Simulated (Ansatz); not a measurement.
# BiB (model cell, started as layered BN type): following an unstable mode, part 2 of 2

Aim: this structure of BiB (model cell, started as layered BN type) is to be tested for unstable modes, and one is followed downhill.

Ansatz 0.2.0; DFT LDA, scalar-relativistic, plane waves, PAW.

So far, highest frequency on path, mesh or solved points (cm⁻¹): step 2 (phonons on a q mesh) 476. Also lowest frequency on the path (cm⁻¹): step 2 -135.

The structure was built from a prototype and need not be the compound's stable phase.

## Step 4: The mode frozen in, largest atomic shift 0.14 Å

The atoms are moved along the unstable eigenvector, the largest shift by 0.14 Å, with the cell fixed.

File input.yaml:

```yaml
crystal:
  lattice:
    - [0.0, 0.0, 5.3326373303]
    - [6.2437176955, -3.6048178928, 0.0]
    - [6.2437227189, 3.604809192, 0.0]
  atoms:
    - { symbol: B, position: [0.2368730489, 0.6666666667, 0.3333333333] }
    - { symbol: B, position: [0.2368730489, 0.0, 0.6666666667] }
    - { symbol: B, position: [0.2762534261, 0.3333333333, 1.0] }
    - { symbol: B, position: [0.7368730489, 0.0, 0.3333333333] }
    - { symbol: B, position: [0.7368730489, 0.3333333333, 0.6666666667] }
    - { symbol: B, position: [0.7762534261, 0.6666666667, 0.0] }
    - { symbol: Bi, position: [0.2523187588, 0.0, 0.3333333333] }
    - { symbol: Bi, position: [0.2523187588, 0.3333333333, 0.6666666667] }
    - { symbol: Bi, position: [0.2453625665, 0.6666666667, 0.0] }
    - { symbol: Bi, position: [0.7523187588, 0.6666666667, 0.3333333333] }
    - { symbol: Bi, position: [0.7523187588, 0.0, 0.6666666667] }
    - { symbol: Bi, position: [0.7453625665, 0.3333333333, 1.0] }
kpoints:
  mp_grid: { grid: [8, 6, 6] }
hamiltonian:
  xc: lda
scf:
  occupations: { method: methfessel_paxton, width: 0.2 }
output:
  forces: true
  stress: true
  eigenvalues: true
```

Run with:

```bash
> ansatz run input.yaml --threads 4 --pin off --max-ram 7168MiB --backend cpu --events-out ev --progress --plain --runs-dir out
```

Output:

```text
[...]
Crystal: 12 atoms, lattice volume = 240.048 Å³
Basis set: ecut = 420 eV, 4649 PW (Γ)
Bands: 66, of which v1, the nominal top of the filled ones, is band 54 counted from 1 (53 counted from 0)
Symmetry: 4 space group operations
[...]
k-points: 65 of 288 (time reversal used)
[...]
k-point 0: bands = [... 50 lower, 7.7883, 7.7925, 10.4041, 10.4097, 10.7579, 11.1472, 12.4389, 12.4704, ... 8 higher]
  k-point 1: bands = [... 50 lower, 7.9975, 8.7894, 9.3423, 10.2302, 10.5367, 11.5858, 11.9003, 11.9771, ... 8 higher]
  k-point 2: bands = [... 50 lower, 8.4711, 8.6214, 9.6920, 9.7801, 9.8131, 10.2474, 11.1988, 12.0843, ... 8 higher]
  k-point 64: bands = [... 50 lower, 10.3910, 10.3910, 10.5696, 10.5696, 10.7881, 10.7881, 11.0532, 11.0532, ... 8 higher]
[key lines of the parts left out:]
SCF converged after 7 iterations
Free energy (F): -73399.344522 eV
Fermi energy:    10.344290 eV
P = ⅓ Tr σ = 0.2825 GPa (2.825 kbar)
```

Wall time 9.7 s (4 threads of Intel Xeon 6975P-C (Granite Rapids), shared host); peak memory 1.2 GiB.

Read from the output:

* pressure: 0.2825 GPa
* energy from the undistorted cell: -0.695 meV/atom

The energy, extrapolated to zero smearing, is -0.69 meV/atom against the undistorted cell.

The run ends at a pressure of 0.28 GPa, with forces up to 0.14 eV/Å.

## Step 5: Energy along the mode, all amplitudes (two of the runs are shown above)

An imaginary frequency means negative curvature, so the energy should fall and then rise again as anharmonic terms take over.

This step gave:

```yaml
depth_at_the_lowest_point_sampled: 0.695 meV/atom
largest_atomic_shift_at_that_point: 0.14 Å
```

The energy from the parent by largest atomic shift:

| largest atomic shift (Å) | energy from the parent (meV/atom) |
| --- | --- |
| 0.000 | 0 |
| 0.040 | -0.169 |
| 0.080 | -0.524 |
| 0.140 | -0.695 |
| 0.220 | 1.45 |
| 0.320 | 13.4 |

Displacement at unit largest shift by atom:

| atom | x (Å) | y (Å) | z (Å) | size |
| --- | --- | --- | --- | --- |
| B1 | 0.00 | 0.00 | -0.50 | 0.50 |
| B2 | 0.00 | 0.00 | -0.50 | 0.50 |
| B3 | 0.00 | 0.00 | 1.00 | 1.00 |
| B4 | 0.00 | 0.00 | -0.50 | 0.50 |
| B5 | 0.00 | 0.00 | -0.50 | 0.50 |
| B6 | 0.00 | 0.00 | 1.00 | 1.00 |
| Bi7 | 0.00 | 0.00 | 0.09 | 0.09 |
| Bi8 | 0.00 | 0.00 | 0.09 | 0.09 |
| Bi9 | 0.00 | 0.00 | -0.18 | 0.18 |
| Bi10 | 0.00 | 0.00 | 0.09 | 0.09 |
| Bi11 | 0.00 | 0.00 | 0.09 | 0.09 |
| Bi12 | 0.00 | 0.00 | -0.18 | 0.18 |

The lowest step is at 0.14 Å, 0.695 meV/atom below the parent, and the energy rises beyond it.

## Step 6: Relaxing from the distorted cell

Starting from the lowest point found, all atoms and the cell are let go, so that strain and other modes of the same symmetry can join in.

Changes to input.yaml since step 4:

```diff
@@ -28 +28,6 @@
   eigenvalues: true
+relax:
+  adjacent_minimum: "off"
+  f_tol: 0.002
+  max_steps: 120
+  cell: { stress_tol: 0.03 }
```

Output:

```text
[...]
Crystal: 12 atoms, lattice volume = 240.048 Å³
Basis set: ecut = 420 eV, 4649 PW (Γ)
Bands: 66, of which v1, the nominal top of the filled ones, is band 54 counted from 1 (53 counted from 0)
Symmetry: 4 space group operations
[...]
k-points: 65 of 288 (time reversal used)
[...]
SCF iter   1: F=—  HF=-73399.395000 eV  |F-HF|=—  |Δ(HF+E_count)|=         —  Δρ=7.16e-3  dr2=1.71e-1  ethr=1.77e-3  ⟨swp⟩=7.1  Hψ=18277  notcnv=0
[...]
SCF iter   7: F=-73399.344522 eV  HF=-73399.344522 eV  |F-HF|=2.46e-9  |Δ(HF+E_count)|=   2.01e-8  S|Δr|=    0.00e0  Δρ=1.86e-6  dr2=8.83e-9  ethr=9.26e-11  ⟨swp⟩=10.4  Hψ=17760  notcnv=0
SCF 1 converged in 7 iterations: F = -73399.344522 eV  dr2 = 8.83e-9
[...]
relax step   1: F+E_penalty+E_count = -73399.34452219 eV  Δ(F+E_penalty+E_count) = +0.000e0 eV  max|allowed force component| = 1.386e-1 eV/Å  Δτ_max = 0.0000 Å  P = +0.282 GPa  Ω = 240.048 Å³  (7 SCF iters, dr2 threshold 1.00e-7 eV, accepted)
Crystal: 12 atoms, lattice volume = 245.293 Å³
Basis set: ecut = 420 eV, 4743 PW (Γ)
[...]
SCF iter   6: F=-73399.349455 eV  HF=-73399.349455 eV  |F-HF|=7.98e-8  |Δ(HF+E_count)|=   4.93e-7  S|Δr|=    0.00e0  Δρ=6.54e-6  dr2=1.20e-7  ethr=1.11e-9  ⟨swp⟩=8.2  Hψ=20327  notcnv=0
SCF 2 converged in 6 iterations: F = -73399.349455 eV  dr2 = 1.20e-7
[...]
relax step   2: F+E_penalty+E_count = -73399.34945477 eV  Δ(F+E_penalty+E_count) = -4.933e-3 eV  max|allowed force component| = 4.007e-1 eV/Å  Δτ_max = 0.1179 Å  P = -1.123 GPa  Ω = 245.293 Å³  energy of the carried Pulay correction = -2.484e-3 eV  (6 SCF iters, dr2 threshold 1.20e-6 eV, accepted)
Crystal: 12 atoms, lattice volume = 243.871 Å³
Basis set: ecut = 420 eV, 4719 PW (Γ)
[...]
SCF iter   5: F=-73399.425802 eV  HF=-73399.425802 eV  |F-HF|=9.64e-8  |Δ(HF+E_count)|=   2.41e-6  S|Δr|=    0.00e0  Δρ=1.62e-5  dr2=5.61e-7  ethr=1.11e-9  ⟨swp⟩=5.9  Hψ=22056  notcnv=0
SCF 3 converged in 5 iterations: F = -73399.425802 eV  dr2 = 5.61e-7
relax step   3: F+E_penalty+E_count = -73399.42580206 eV  Δ(F+E_penalty+E_count) = -7.635e-2 eV  max|allowed force component| = 2.977e-1 eV/Å  Δτ_max = 0.0523 Å  P = -0.686 GPa  Ω = 243.871 Å³  energy of the carried Pulay correction = -1.815e-3 eV  (5 SCF iters, dr2 threshold 1.20e-6 eV, accepted)
[... from here on, the SCF cycles and remarks between the steps are left out ...]
relax step   4: F+E_penalty+E_count = -73399.75287923 eV  Δ(F+E_penalty+E_count) = -3.271e-1 eV  max|allowed force component| = 6.270e-1 eV/Å  Δτ_max = 0.1396 Å  P = +1.661 GPa  Ω = 239.471 Å³  energy of the carried Pulay correction = +2.766e-4 eV  (7 SCF iters, dr2 threshold 1.20e-6 eV, accepted)
relax step   5: F+E_penalty+E_count = -73400.66756238 eV  Δ(F+E_penalty+E_count) = -9.147e-1 eV  max|allowed force component| = 8.585e-1 eV/Å  Δτ_max = 0.0865 Å  P = +0.887 GPa  Ω = 244.848 Å³  energy of the carried Pulay correction = -2.275e-3 eV  (6 SCF iters, dr2 threshold 1.20e-6 eV, accepted)
relax step   6: F+E_penalty+E_count = -73401.59061471 eV  Δ(F+E_penalty+E_count) = -9.231e-1 eV  max|allowed force component| = 4.606e-1 eV/Å  Δτ_max = 0.0901 Å  P = +1.689 GPa  Ω = 246.718 Å³  energy of the carried Pulay correction = -3.149e-3 eV  (7 SCF iters, dr2 threshold 1.20e-6 eV, accepted)
relax step   7: F+E_penalty+E_count = -73402.05308623 eV  Δ(F+E_penalty+E_count) = -4.625e-1 eV  max|allowed force component| = 4.334e-1 eV/Å  Δτ_max = 0.0706 Å  P = +0.165 GPa  Ω = 251.909 Å³  energy of the carried Pulay correction = -5.541e-3 eV  (6 SCF iters, dr2 threshold 1.20e-6 eV, accepted)
relax step   8: F+E_penalty+E_count = -73402.15305755 eV  Δ(F+E_penalty+E_count) = -9.997e-2 eV  max|allowed force component| = 6.097e-2 eV/Å  Δτ_max = 0.0646 Å  P = -0.069 GPa  Ω = 253.752 Å³  energy of the carried Pulay correction = -6.378e-3 eV  (6 SCF iters, dr2 threshold 1.20e-6 eV, accepted)
relax step   9: F+E_penalty+E_count = -73402.15924112 eV  Δ(F+E_penalty+E_count) = -6.184e-3 eV  max|allowed force component| = 2.389e-2 eV/Å  Δτ_max = 0.0206 Å  P = +0.061 GPa  Ω = 253.166 Å³  energy of the carried Pulay correction = -6.113e-3 eV  (6 SCF iters, dr2 threshold 2.32e-7 eV, accepted)
relax step  10: F+E_penalty+E_count = -73402.16236686 eV  Δ(F+E_penalty+E_count) = -3.126e-3 eV  max|allowed force component| = 2.878e-2 eV/Å  Δτ_max = 0.0187 Å  P = +0.015 GPa  Ω = 253.176 Å³  energy of the carried Pulay correction = -6.117e-3 eV  (6 SCF iters, dr2 threshold 9.79e-8 eV, accepted)
relax step  11: F+E_penalty+E_count = -73402.16357998 eV  Δ(F+E_penalty+E_count) = -1.213e-3 eV  max|allowed force component| = 7.177e-3 eV/Å  Δτ_max = 0.0166 Å  P = -0.019 GPa  Ω = 253.223 Å³  energy of the carried Pulay correction = -6.138e-3 eV  (7 SCF iters, dr2 threshold 5.18e-8 eV, accepted)
relax step  12: F+E_penalty+E_count = -73402.16367107 eV  Δ(F+E_penalty+E_count) = -9.109e-5 eV  max|allowed force component| = 1.764e-3 eV/Å  Δτ_max = 0.0033 Å  P = -0.004 GPa  Ω = 253.181 Å³  energy of the carried Pulay correction = -6.119e-3 eV  (6 SCF iters, dr2 threshold 4.73e-9 eV, accepted)
relax step  13: F+E_penalty+E_count = -73402.31937191 eV  Δ(F+E_penalty+E_count) = -1.557e-1 eV  max|allowed force component| = 3.927e-2 eV/Å  Δτ_max = 0.0000 Å  P = +0.800 GPa  Ω = 253.181 Å³  stress off target by 2.23e0 GPa  SCF on the basis re-selected at this cell (its energy is not comparable with the rows above)  (8 SCF iters)
relax step  14: F+E_penalty+E_count = -73402.36522119 eV  Δ(F+E_penalty+E_count) = -4.585e-2 eV  max|allowed force component| = 8.533e-3 eV/Å  Δτ_max = 0.0345 Å  P = +0.312 GPa  Ω = 255.838 Å³  energy of the carried Pulay correction = -1.341e-3 eV  (6 SCF iters, dr2 threshold 1.20e-6 eV, accepted)
relax step  15: F+E_penalty+E_count = -73402.36467517 eV  Δ(F+E_penalty+E_count) = +5.460e-4 eV  max|allowed force component| = 5.700e-2 eV/Å  Δτ_max = 0.0373 Å  P = -0.353 GPa  Ω = 259.217 Å³  energy of the carried Pulay correction = -3.021e-3 eV  (6 SCF iters, dr2 threshold 1.20e-6 eV, accepted)
relax step  16: F+E_penalty+E_count = -73402.37339255 eV  Δ(F+E_penalty+E_count) = -8.717e-3 eV  max|allowed force component| = 2.535e-3 eV/Å  Δτ_max = 0.0133 Å  P = -0.013 GPa  Ω = 257.601 Å³  energy of the carried Pulay correction = -2.226e-3 eV  (5 SCF iters, dr2 threshold 1.20e-6 eV, accepted)
relax step  17: F+E_penalty+E_count = -73402.37344291 eV  Δ(F+E_penalty+E_count) = -5.036e-5 eV  max|allowed force component| = 4.613e-4 eV/Å  Δτ_max = 0.0008 Å  P = +0.001 GPa  Ω = 257.547 Å³  energy of the carried Pulay correction = -2.199e-3 eV  (5 SCF iters, dr2 threshold 4.50e-9 eV, accepted)
[...]
SCF iter   6: F=-73402.376075 eV  HF=-73402.376075 eV  |F-HF|=1.46e-11  |Δ(HF+E_count)|=  1.46e-11  S|Δr|=    0.00e0  Δρ=6.22e-8  dr2=3.47e-12  ethr=1.00e-12  ⟨swp⟩=4.1  Hψ=12760  notcnv=0
SCF 18 converged in 6 iterations: F = -73402.376075 eV  dr2 = 3.47e-12
relax step  18: F+E_penalty+E_count = -73402.37607545 eV  Δ(F+E_penalty+E_count) = -2.633e-3 eV  max|allowed force component| = 5.731e-4 eV/Å  Δτ_max = 0.0000 Å  P = +0.007 GPa  Ω = 257.547 Å³  stress off target by 1.77e-2 GPa  SCF on the basis re-selected at this cell (its energy is not comparable with the rows above)  (6 SCF iters)
[...]
SCF converged after 6 iterations
[...]
Free energy (F): -73402.376075 eV
[...]
Internal energy: -73402.379231 eV  (E = F + TS)
E sigma→0 (E₀):  -73402.376864 eV
Entropy (-TS):   0.003156 eV (0.263 meV/atom)
Fermi energy:    9.838926 eV
Step filling:    the computed levels leave a gap of 0.2149 eV = 1.1 smearing widths at the electron count; against every level under it full and every level over it empty, smearing changes F+E_penalty+E_count by +0.826 meV and its σ→0 estimate by +0.037 meV
[...]
--- Forces (eV/Å), atoms counted from 1 ---
  atom   1  B     -0.00000817    -0.00029620    -0.00017597
  atom   2  B      0.00025244     0.00015518    -0.00017597
  atom   3  B      0.00057314    -0.00033090    -0.00017061
  atom   4  B     -0.00025244    -0.00015518    -0.00017597
  atom   5  B      0.00000817     0.00029620    -0.00017597
  atom   6  B     -0.00057314     0.00033090    -0.00017061
  atom   7  Bi     0.00021247    -0.00002900     0.00014605
  atom   8  Bi     0.00013135    -0.00016951     0.00014605
  atom   9  Bi    -0.00037958     0.00021915     0.00023066
  atom  10  Bi    -0.00013135     0.00016951     0.00014605
  atom  11  Bi    -0.00021247     0.00002900     0.00014605
  atom  12  Bi     0.00037958    -0.00021915     0.00023066
  max |Σ_I F_I| component: 4.18e-7 eV/Å
--- Stress (GPa, compression-positive) ---
        0.005614      -0.007051      -0.000000
       -0.007051      -0.002528       0.000000
       -0.000000       0.000000       0.017651
  P = ⅓ Tr σ = 0.0069 GPa (0.069 kbar)
--- Band table (eV; the first three rows and the last of 65) ---
  k-point 0: bands = [... 50 lower, 8.5945, 9.5411, 9.6823, 9.6925, 10.4232, 10.4905, 10.7237, 11.7600, ... 8 higher]
  k-point 1: bands = [... 50 lower, 8.3983, 8.5356, 9.3174, 9.4013, 10.4872, 10.9417, 11.0910, 11.8100, ... 8 higher]
  k-point 2: bands = [... 50 lower, 7.4104, 8.1983, 8.6864, 8.7325, 10.7220, 11.2827, 11.5332, 11.7160, ... 8 higher]
  k-point 64: bands = [... 50 lower, 7.6445, 7.6445, 8.1336, 8.1336, 10.4722, 10.4722, 11.0802, 11.0802, ... 8 higher]
--- Relaxed structure (16 steps of the walk, 16 accepted, 2 SCFs on fresh bases) ---
  F+E_penalty+E_count = -73402.37607545 eV   max|allowed force component| = 5.731e-4 eV/Å   (the final SCF, on the basis selected at the relaxed cell)
  cell:  # Å, volume = 257.5468 Å³
    - [0, 0, 6.674641]
    - [5.749927, -3.319727, 0]
    - [5.780771, 3.373135, 0]
  atoms:
    - { symbol: B, position: [0.173798, 0.667054, 0.348951] }
    - { symbol: B, position: [0.173798, 0.016005, 0.651049] }
    - { symbol: B, position: [0.334694, 0.344465, 1.000000] }
    - { symbol: B, position: [0.673798, -0.016005, 0.348951] }
    - { symbol: B, position: [0.673798, 0.332946, 0.651049] }
    - { symbol: B, position: [0.834694, 0.655535, -5.551115e-17] }
    - { symbol: Bi, position: [0.315632, -0.012133, 0.347117] }
    - { symbol: Bi, position: [0.315632, 0.334983, 0.652883] }
    - { symbol: Bi, position: [0.186446, 0.657235, -5.551115e-17] }
    - { symbol: Bi, position: [0.815632, 0.665017, 0.347117] }
    - { symbol: Bi, position: [0.815632, 0.012133, 0.652883] }
    - { symbol: Bi, position: [0.686446, 0.342765, 1.0] }
```

Run time: 3.4 min. Hardware: 4 threads; peak memory 1.3 GiB.

Relaxation path:

| step | energy less that of the first step (eV) | largest force component (eV/Å) | pressure (GPa) | volume (Å³) |
| --- | --- | --- | --- | --- |
| 1 | 0.0000 | 0.1386 | 0.28 | 240.05 |
| 2 | -0.0049 | 0.4007 | -1.12 | 245.29 |
| 3 | -0.0813 | 0.2977 | -0.69 | 243.87 |
| 4 | -0.4084 | 0.6270 | 1.66 | 239.47 |
| 5 | -1.3230 | 0.8585 | 0.89 | 244.85 |
| 6 | -2.2461 | 0.4606 | 1.69 | 246.72 |
| 7 | -2.7086 | 0.4334 | 0.16 | 251.91 |
| 8 | -2.8085 | 0.0610 | -0.07 | 253.75 |
| 9 | -2.8147 | 0.0239 | 0.06 | 253.17 |
| 10 | -2.8178 | 0.0288 | 0.01 | 253.18 |
| 11 | -2.8191 | 0.0072 | -0.02 | 253.22 |
| 12 | -2.8191 | 0.0018 | 0.00 | 253.18 |
| 13* | -2.9748 | 0.0393 | 0.80 | 253.18 |
| 14 | -3.0207 | 0.0085 | 0.31 | 255.84 |
| 15 | -3.0202 | 0.0570 | -0.35 | 259.22 |
| 16 | -3.0289 | 0.0025 | -0.01 | 257.60 |
| 17 | -3.0289 | 0.0005 | 0.00 | 257.55 |
| 18* | -3.0316 | 0.0006 | 0.01 | 257.55 |

Relaxation steps marked * repeat the geometry before them on a plane-wave basis chosen anew for their cell, so energy and pressure can jump there.

Forces are held to the 4 operations that the program found; a distortion that breaks them can't arise in this run.

| cell as run | before | after | change |
| --- | --- | --- | --- |
| a (Å) | 5.333 | 6.675 | +25.2 % |
| b (Å) | 7.210 | 6.639 | -7.9 % |
| c (Å) | 7.210 | 6.693 | -7.2 % |
| α (°) | 60.00 | 60.26 | +0.4 % |
| volume (Å³/atom) | 20.00 | 21.46 | +7.3 % |

The atoms that moved most (Å, as changes of fractional coordinates times the final cell):

| atom | dx | dy | dz | length |
| --- | --- | --- | --- | --- |
| B4 | -0.002 | 0.106 | -0.421 | 0.434 |
| B5 | -0.093 | -0.051 | -0.421 | 0.434 |
| B2 | 0.002 | -0.106 | -0.421 | 0.434 |
| B1 | 0.093 | 0.051 | -0.421 | 0.434 |
| Bi7 | 0.010 | 0.087 | 0.423 | 0.432 |
| Bi8 | -0.070 | -0.052 | 0.423 | 0.432 |
| Bi11 | -0.010 | -0.087 | 0.423 | 0.432 |
| Bi10 | 0.070 | 0.052 | 0.423 | 0.432 |

The relaxed structure:

```xyz
12
Lattice="0.0000 0.0000 6.6746 5.7499 -3.3197 0.0000 5.7808 3.3731 0.0000" Properties=species:S:1:pos:R:3 pbc="T T T"
B     5.8527   -1.0374    1.1600
B     3.8556    2.1429    1.1600
B     7.7614    2.2296    2.2340
B     1.9252    1.2302    4.4974
B     5.6780    1.0908    4.4974
B     3.7693   -2.1762    5.5713
Bi    1.9368    1.2112    2.1067
Bi    5.7003    1.0902    2.1067
Bi    3.7791   -2.1818    1.2445
Bi    5.8304   -1.0368    5.4441
Bi    3.8439    2.1620    5.4441
Bi    7.7516    2.2352    4.5818
```

Read from the output:

```yaml
pressure: 0.006913 GPa
volume_per_atom: 21.46 Å³
gap_on_the_k_mesh: 0.2149 eV
```

The distorted start has space group Cmc2_1; the relaxation ends in Cmc2_1.

## Step 7: The phases reached

The phases reached along the modes that were followed are set side by side.

Energies are those of the first relaxation, on the mesh of the frozen mode; space group, volume and gap are those of the last relaxation. Phases, by row:

| mode frozen in | space group | energy from parent (meV/atom) | volume (Å³/atom) | gap on mesh (eV) | lowest zone-centre optical mode (cm⁻¹) | largest shift (Å) |
| --- | --- | --- | --- | --- | --- | --- |
| parent | P6_3/mmc | 0 | 20 | 0 | – | – |
| q = (0, 0, 0), 135i cm⁻¹ | P6_3mc | -396.4 | 19.74 | 0 | 59.6 | 0.394 |
| q = (0.333, 0.333, 0), 115i cm⁻¹ | P321 | -4.84 | 20.22 | 0 | – | 0.243 |
| q = (0.333, 0.333, 0), 115i cm⁻¹ | P31m | -124.3 | 22.23 | 0.186 | – | 0.533 |
| q = (0.333, 0.333, 0), 115i cm⁻¹ | Cmc2_1 | -253.4 | 21.46 | 0.215 | – | 0.57 |

## Step 8: Results

```yaml
unstable_mode_of_the_parent: q = (0.333, 0.333, 0), 115i cm⁻¹
depth_at_the_lowest_point_sampled: 0.695 meV/atom
largest_atomic_shift_at_that_point: 0.14 Å
space_group_reached: Cmc2_1
energy_gained_over_the_parent_first_relaxation_on_the_mesh_of_the_frozen_mode: 253 meV/atom
volume_per_atom_phase_reached: 21.5 Å³
gap_on_the_k_mesh_phase_reached: 0.215 eV
```

**Reading.** Along this mode the structure falls into Cmc2_1, 253 meV/atom below the parent. At the parent's cell the well is 0.695 meV/atom deep on the steps tried, with its lowest point at a shift of 0.14 Å. Relaxing atoms and cell changes the gain by +252.70 meV/atom against the lowest step (energies at zero smearing). Most of the total comes from this relaxation. The modes of the phase reached were not computed. So shallow a well is near the error of the k mesh. Of the 4 patterns followed from this parent, this one ends 143 meV/atom above the lowest, P6_3mc. Each path keeps the symmetry of its pattern, so a lower phase may lie along a pattern not tried. With no gap, or one that is small against the smearing, the frequencies hang on the k mesh and the smearing, most of all near Kohn anomalies. Spin-orbit coupling is left out, which can matter for the heavy elements here. The starting cell was built on a prototype and not taken from a measurement, so the phase need not exist.

[Long decimals in the printed logs are rounded to 6 places.]

[Logs are printed without paths, hosts, clocks, repeated set-up lines and the standing remarks that a program may print on its own settings, such as how far it seeks lower states.]

[Hosts, paths, dates, database ids (printed as entryN), source tags and the programs' standing remarks are cut or masked in the printed files.]

[Where the starting crystal was built by hand or by swapping elements, it need not be the compound's stable phase.]
